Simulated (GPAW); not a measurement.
# Surface energy and work function of Al(111) from slabs of 3 to 12 layers (PBE)

How do energy and work function of Al(111) films settle with thickness, and what surface energy follows?

Set-up. GPAW 26.7.0, plane waves at 450 eV with PAW setups; symmetric 1×1 slabs cut at the tabulated lattice constant (two decimals; low-temperature values for the alkali metals), atoms at bulk places, 7.5 Å of vacuum on each side, one in-plane mesh for all thicknesses, Fermi-Dirac smearing of 0.1 eV. Energies are extrapolated to zero smearing and count from the program's reference atoms. Functional PBE. The cell's area is 7.102 Å².

The runs, one held back:

```tsv
layers	energy (eV)	work function (eV)
3	−10.5073	3.88
4	−14.1966	4.05
5	−17.9492	4.11
6	−21.6977	4.05
7	−25.4264	4.04
8	−29.1764	4.09
9	−32.9239	4.07
10	−36.6533	4.03
11	−40.3850	4.07
12	?	?
```

Q: What surface energy do these runs give, and what energy and work function should the 12-layer slab have?

A: A slab of n layers has E(n) = nε + 2Aγ once its middle is bulk-like. A line through n = 6 to 11 has the slope ε = −3.7390 eV a layer and the intercept 2Aγ = 0.7376 eV (r.m.s. residual 6.3 meV). So γ = 0.7376 / (2 × 7.102 Å²) = 0.0519 eV/Å² = 0.83 J/m², with a standard error of about 0.02 J/m² from the scatter about the line. For 12 layers: 0.7376 + 12 × (−3.7390) = −44.130 eV; the run gives −44.129 eV, 1.2 meV over the line. The work function has no such law: from 6 to 11 layers it moves between 4.03 and 4.09 eV (mean 4.06), and the 12-layer slab gives 4.07 eV. The thinnest slab, 3 layers, lies −0.18 eV from that mean. The values go up and down with thickness, as expected where levels confined across the film cross the Fermi level one by one. The measured value for this face is 4.32 eV (“Properties of real metallic surfaces: Effects of density functional semilocality and van der Waals nonlocality” (2017, arxiv:1702.08515)); the unrelaxed 12-layer slab lies 0.25 eV under it.

Caveats: The surfaces are unrelaxed, so γ is an upper bound for this functional and lattice constant. The tabulated lattice constant isn't the functional's own, which strains the slab a little.

[Logs are printed without paths, hosts, clocks, repeated set-up lines and the standing remarks that a program may print on its own settings, such as how far it seeks lower states.]
